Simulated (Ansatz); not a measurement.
# Tc of Rh-Ir-Ir-Ir-Rh stack of (111) layers from its phonons

Aim: the phonon-mediated transition temperature of Rh-Ir-Ir-Ir-Rh stack of (111) layers at ambient pressure, over a range of μ*. The cell shown first is a relaxed one, from steps not shown here.

Method: DFT LDA, scalar-relativistic, plane waves, PAW; PAW set soft_1, in Ansatz 0.2.0.

The cell holds 5 atoms: 2 Rh and 3 Ir. Its edges and angles: a = 2.662 Å, b = 2.662 Å, c = 41.536 Å, α = 90.0°, β = 90.0°, γ = 120.0°. Vacuum lies along c.

| Quantity | Value |
| --- | --- |
| meshes | q 3×3×1, k 9×9×1, scattering 18×18×1 |
| coupling constant λ | 0.436 |
| log mean phonon energy ħω_log | 18.6 meV |
| Allen–Dynes Tc at μ* = 0.1 | 1.45 K |
| Allen–Dynes Tc at μ* = 0.13 | 0.732 K |
| anisotropic Eliashberg Tc at μ* = 0.1 | 1.96 K |
| anisotropic Eliashberg Tc at μ* = 0.13 | 1.1 K |

In the last run (LDA, q 3×3×1, k 9×9×1, scattering 18×18×1), with λ = 0.44 and ħω_log = 18.6 meV, Tc at μ* = 0.13 is 0.72 K by McMillan's formula, 0.73 K by Allen and Dynes's and 1.1 K by the anisotropic Eliashberg equations. Raising μ* from 0.10 to 0.16 lowers the Allen–Dynes value from 1.4 to 0.30 K. The mean gap at a quarter of Tc gives 2Δ/k_B Tc = 3.08, against 3.53 in weak-coupling theory. The gap spreads from 0.11 to 0.22 meV over nine tenths of the Fermi surface. By the run's own test λ is not converged in the fine mesh: it moves by 9 % between the two finest. The run's transport test calls it not converged in the mesh. These meshes are coarse. No spin–orbit coupling, which matters for Ir. The structure is a hand-built model. μ* is a typed number, phonons are harmonic, and spin fluctuations are left out; at μ* = 0.13 McMillan's formula turns 1 % in λ into about 6.5 % in Tc.

**Question.** Which input and command would start the first run of this session?

One input that does so (others would too):

input.yaml reads:

```yaml
crystal:
  lattice:
    - [2.6624942257, 2.8306e-06, 0.0]
    - [-1.3312495642, 2.3057862216, 0.0]
    - [0.0, 0.0, 41.5362004182]
  atoms:
    - { symbol: Rh, position: [0.0, 0.0, 0.1345044386] }
    - { symbol: Ir, position: [0.3333333333, 0.6666666667, 0.186111608] }
    - { symbol: Ir, position: [0.6666666667, 0.3333333333, 0.2391660744] }
    - { symbol: Ir, position: [0.0, 0.0, 0.2922205408] }
    - { symbol: Rh, position: [0.3333333333, 0.6666666667, 0.3438277102] }
  periodic: [true, true, false]
kpoints:
  mp_grid: { grid: [9, 9, 1] }
hamiltonian:
  xc: lda
  pseudopotentials: { kind: paw, azcp: { folder: soft_1 }, xc_functional: pbe }
scf:
  occupations: { method: methfessel_paxton, width: 0.2 }
output:
  eigenvalues: true
phonons:
  method: dfpt
  qmesh: [3, 3, 1]
  temperatures: { t_max: 1000, t_step: 50 }
  qpath:
    path:
      - [0.0, 0.0, 0.0]
      - [0.5, 0.0, 0.0]
      - [0.33333333, 0.33333333, 0.0]
      - [0.0, 0.0, 0.0]
    npoints: 10
  electrical_resistivity:
    mesh: [18, 18, 1]
    temperatures: [20.0, 50.0, 77.0, 100.0, 150.0, 200.0, 300.0, 400.0, 600.0, 800.0]
  superconductivity: { mesh: [18, 18, 1] }
```

Started as:

```
$ ansatz run input.yaml --threads 4 --pin off --max-ram 12288MiB --backend cpu --events-out ev --progress --plain --runs-dir out
```

[Logs are printed without paths, hosts, clocks, repeated set-up lines and the standing remarks that a program may print on its own settings, such as how far it seeks lower states.]

[Hosts, paths, dates, database ids (printed as entryN), source tags and the programs' standing remarks are cut or masked in the printed files.]
